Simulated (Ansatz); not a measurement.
The crystal is SrCa2Ti3O9 (perovskite [001] superlattice) (P4mm).

The structure was built from a prototype and need not be the compound's stable phase.

```yaml
crystal:
  lattice:
    - [3.80458, 0.00000, 0.00000]
    - [0.00000, 3.80458, 0.00000]
    - [0.00000, 0.00000, 11.68358]
  atoms:
    - { symbol: Sr, position: [0.00000, 0.00000, 0.09805] }
    - { symbol: O, position: [0.50000, 0.50000, 0.07851] }
    - { symbol: Ti, position: [0.50000, 0.50000, 0.26241] }
    - { symbol: O, position: [0.50000, 0.00000, 0.24579] }
    - { symbol: O, position: [0.00000, 0.50000, 0.24579] }
    - { symbol: Ca, position: [0.00000, 0.00000, 0.44016] }
    - { symbol: O, position: [0.50000, 0.50000, 0.41642] }
    - { symbol: Ti, position: [0.50000, 0.50000, 0.59174] }
    - { symbol: O, position: [0.50000, 0.00000, 0.57448] }
    - { symbol: O, position: [0.00000, 0.50000, 0.57448] }
    - { symbol: Ca, position: [0.00000, 0.00000, 0.77118] }
    - { symbol: O, position: [0.50000, 0.50000, 0.74679] }
    - { symbol: Ti, position: [0.50000, 0.50000, 0.92285] }
    - { symbol: O, position: [0.50000, 0.00000, 0.90522] }
    - { symbol: O, position: [0.00000, 0.50000, 0.90522] }
```

The structure was relaxed with LDA. The runs that relaxed it are not among those shown.

Gaps computed with Ansatz 0.2.0 without a self-energy: LDA 1.76 eV.

Estimate the G0W0@LDA gap with 4×4×2 mesh, 327 empty bands, screening to 90 eV, PAW set soft_1 files.

About 3.63 eV: on its mesh the run moves the gap from 1.76 eV by +1.87 eV. Bands and cutoff are finite, so the gap is not at the basis limit. The miss can reach some tenths of an eV and take either sign; the mesh is an error of its own. The 4×4×2 mesh is coarse for this cell (its supercell is 15 Å along the shortest edge). The RPA ε∞ on it, from the LDA start, is 5.43 and 5.93; such meshes misread the long-range screening, most where the gap is narrow. The many-body steps are scalar-relativistic: spin-orbit coupling is not in them.

[Paths, hosts, dates, memory and timing lines, banners, echoed tables and standing remarks are left out of the program output.]

[Logs are printed without paths, hosts, clocks, repeated set-up lines and the standing remarks that a program may print on its own settings, such as how far it seeks lower states.]

[Runs of the session that timed out or met a known fault of the program may be left out.]

[Cells called generated may have been cut or substituted from an entry of the Crystallography Open Database or the Materials Project.]

[Hosts, paths, dates, database ids (printed as entryN), source tags and the programs' standing remarks are cut or masked in the printed files.]
